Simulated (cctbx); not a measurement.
# ZnCr2: solution and refinement

Cell a = 5.7680 Å, b = 5.7680 Å, c = 4.6700 Å, α = 90.00°, β = 90.00°, γ = 90.00°; space group I4/mcm (no. 140); content Zn4 Cr8.

Simulated single-crystal data (cctbx): Mo Kα, λ = 0.71073 Å, to d = 0.6 Å, 80 % of the full sphere, strongest reflection 20000 counts, noise from counting, a 4 % proportional error and a noise floor of 2 counts (s.d.); no absorption.

Charge flipping in P1 on plain amplitudes to 0.8 Å, δ = 1.2 σ, 20 % of the reflections treated as weak, 300 cycles:

```text
cycle      R  skewness
    0  0.564     0.62
   25  0.150     2.91
   50  0.194     2.70
   75  0.194     2.65
  100  0.187     2.51
  125  0.178     2.44
  150  0.176     2.47
  175  0.214     2.51
  200  0.175     2.44
  225  0.175     2.48
  250  0.186     2.41
  275  0.178     2.55
origin shift          correlation  skewness
 0.394  0.134  0.017      0.979      4.26
 0.215  0.492  0.231      0.866      4.44
 0.438  0.129  0.224      0.908      2.45
 0.213  0.002  0.039      0.885      2.83
taken: symmetry correlation 0.979, skewness 4.26
peak      x       y       z  mult  height/sigma
Q1    0.0000  0.0000  0.2500    4      9.2
Q2    0.1609  0.3391  0.5000    8      8.3
Q3    0.2500  0.2500  0.2500    8      1.0
Q4    0.1796  0.3204  0.0000    8      0.6
Q5    0.0000  0.0000  0.0000    4      0.6
Q6    0.1202  0.1340  0.1293   32      0.5
Q7    0.0000  0.5000  0.0000    4      0.2
```

The origin is taken among those within 0.04 of the best correlation, by the skewness of the map.

It took 0.33 s on 1 thread of Arm Neoverse V2 (shared host), peak memory 0.07 GiB.

**Question.** Which peaks are atoms, and which elements?

Heights go roughly as Z and multiplicities must add up to the content. First model: Q1 = Zn1 (4 in the cell, height 9.2) and Q2 = Cr1 (8 in the cell, height 8.3). Against the true structure, Q1 is Zn and Q2 is Cr; the other peaks are not atoms.

Least squares on F², isotropic:

```text
Rint 0.032, 118 unique reflections to 0.60 A
cycle     R1     wR2    GooF  max shift (A)
   1  0.1370  0.3035  12.824   0.01956
   2  0.0436  0.1445   6.107   0.00000
final R1 0.0436 wR2 0.1445 GooF 6.107  parameters 3  data/parameter 39.3
atom        x        y        z      Ueq    occ   su(xyz)  su(Uiso or U11)
Zn1    0.00000  0.00000  0.25000   0.0273  1.000  0.00000  0.0005
Cr1    0.15850  0.34150  0.50000   0.0276  1.000  0.00020  0.0005
difference map: max 2.62 min -1.50 rms 0.30
Q1    0.1119  0.2957  0.5000   16    2.76  0.38 A from Cr1
Q2    0.0000  0.0000  0.1710    8    2.61  0.37 A from Zn1
Q3    0.1221  0.2804  0.0000   16    0.71  1.45 A from Cr1
Q4    0.0533  0.1184  0.0000   16    0.70  1.39 A from Zn1
Q5    0.0548  0.4452  0.0000    8    0.63  1.37 A from Cr1
```

Anisotropic refinement:

```text
Rint 0.032, 118 unique reflections to 0.60 A
cycle     R1     wR2    GooF  max shift (A)
   1  0.0437  0.1445   6.189   0.00019
   2  0.0077  0.0201   0.860   0.00000
final R1 0.0077 wR2 0.0201 GooF 0.860  parameters 6  data/parameter 19.7
atom        x        y        z      Ueq    occ   su(xyz)  su(Uiso or U11)
Zn1    0.00000  0.00000  0.25000   0.0272  1.000  0.00000  0.0001
Cr1    0.15848  0.34152  0.50000   0.0276  1.000  0.00003  0.0001
difference map: max 0.18 min -0.21 rms 0.06
Q1    0.0911  0.1644  0.0000   16    0.20  1.44 A from Cr1
Q2    0.0816  0.4184  0.5000    8    0.17  0.63 A from Cr1
Q3    0.1363  0.3637  0.3856   16    0.15  0.56 A from Cr1
Q4    0.1741  0.1741  0.2500   16    0.13  1.42 A from Zn1
Q5    0.1970  0.3030  0.2953   16    0.13  1.01 A from Cr1
Q6    0.0422  0.1508  0.4072   32    0.13  1.16 A from Zn1
```

**Reading.** The refinement ends at R1 = 0.0077, wR2 = 0.0201, GooF = 0.86, with difference density between -0.21 and 0.18 e/Å³. Every site matches the true model in element, within 0.001 Å r.m.s., up to an allowed shift of origin.

True model:

| atom | mult. | x | y | z | Ueq (Å²) |
| --- | --- | --- | --- | --- | --- |
| Zn1 | 4 | 0 | 0 | 1/4 | 0.0272 |
| Cr1 | 8 | 0.1585 | 0.3415 | 0 | 0.0275 |

This is a model crystal, built by substitution and not relaxed, with assumed displacement parameters.

[Middle refinement cycles are left out of these outputs.]

[Logs are printed without paths, hosts, clocks, repeated set-up lines and the standing remarks that a program may print on its own settings, such as how far it seeks lower states.]
